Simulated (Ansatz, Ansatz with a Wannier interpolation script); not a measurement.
Planning a run of Ansatz 0.2.0 on MgAl2C2 (P-3m1). The input:

```yaml
crystal:
  lattice:
    - [3.377, 0.0, 0.0]
    - [-1.6885, 2.9245677886, 0.0]
    - [0.0, 0.0, 5.817]
  atoms:
    - { symbol: Mg, position: [0.0, 0.0, 0.0] }
    - { symbol: Al, position: [0.3333333333, 0.6666666667, 0.3502551946] }
    - { symbol: Al, position: [0.6666666667, 0.3333333333, 0.6497448054] }
    - { symbol: C, position: [0.3333333333, 0.6666666667, 0.7282484982] }
    - { symbol: C, position: [0.6666666667, 0.3333333333, 0.2717515018] }
kpoints:
  mp_grid: { grid: [6, 6, 4] }
hamiltonian:
  xc: lda
scf:
  occupations: { method: fixed }
gw:
  n_empty_bands: 100
  ecut_chi: 84
  qp_bands: [v6, c4]
  screening: { model: godby_needs }
```

```sh
ansatz run input.yaml --threads 4 --pin off --max-ram 18432MiB --backend cpu --events-out ev --progress --plain --runs-dir out
```

Q: How long will it take on 4 threads of Arm Neoverse V1, shared host, and how much memory?

It took 89 s; on shared hardware allow 45 s to 3 min. Peak host memory was 0.57 GiB. The sizes that set the cost: 1135 plane waves a state, 24 irreducible k points, 112 bands summed, 99 plane waves in the screening and 7 SCF cycles.

The screening grows as filled bands × empty bands × pairs of k points, times the square of the screening basis for the matrix.

[Paths, hosts, dates, memory and timing lines, banners, echoed tables and standing remarks are left out of the program output.]

[Logs are printed without paths, hosts, clocks, repeated set-up lines and the standing remarks that a program may print on its own settings, such as how far it seeks lower states.]

[Runs of the session that timed out or met a known fault of the program may be left out.]

[Hosts, paths, dates, database ids (printed as entryN), source tags and the programs' standing remarks are cut or masked in the printed files.]
